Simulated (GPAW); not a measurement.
# The Si K excitation threshold of SiO2 (Stishovite, P4_2/mnm) under uniform strain

For each volume the threshold was computed as E(hole) − E(ground) plus the lowest empty eigenvalue of the hole cell (GPAW, PBE, 12-atom cell, total energies on 4×4×4 k points, the eigenvalue on 6×6×6, hole spin-paired). The values are raw, 15 eV above the value with the free atom's term for the hole's spin taken off; only their change is used. The threshold is the spectrum's zero, where absorption may be weak, not the visible edge.

| volume | ln(V/V₀) | threshold (eV) |
| --- | --- | --- |
| V × 0.94 | -0.06188 | 1857.298 |
| V × 0.97 | -0.03046 | 1856.978 |
| V × 1 | +0.00000 | ? |
| V × 1.03 | +0.02956 | 1856.373 |
| V × 1.06 | +0.05827 | 1856.085 |

**Question.** Fit a straight line in ln(V/V₀), give its slope, and predict the threshold at V × 1.

The means of the given rows are x̄ = -0.00113 and Ē = 1856.683 eV. Σ(x − x̄)(E − Ē) = -0.09105 and Σ(x − x̄)² = 0.009021, so the slope is -10.09 eV, and the line passes the given rows within 0.002 eV. At x = +0.00000 it gives 1856.683 + (-10.09) × (+0.00113) = 1856.672 eV. The run gives 1856.671 eV, a miss of +0.001 eV over a total move of -1.213 eV. The slope is the clamped-ion volume deformation potential of the lowest empty level of the hole cell on this mesh (the hole may pull it below the band edge) against the Si 1s level, with the hole's relaxation included: the threshold falls by 0.101 eV for 1 % of expansion. The charged cell's image error also scales with the cell's size and isn't taken out.

[Hosts, paths, dates, database ids (printed as entryN), source tags and the programs' standing remarks are cut or masked in the printed files.]

[Lists of maxima count a maximum above −3 eV only where it reaches 4 % of the highest in the window and stands out from its surroundings by 2 % of it (1.5 % where it reaches 55 %); shoulders and weaker maxima are passed over, and of the rest the first, up to two pre-edge ones and the few strongest are named.]
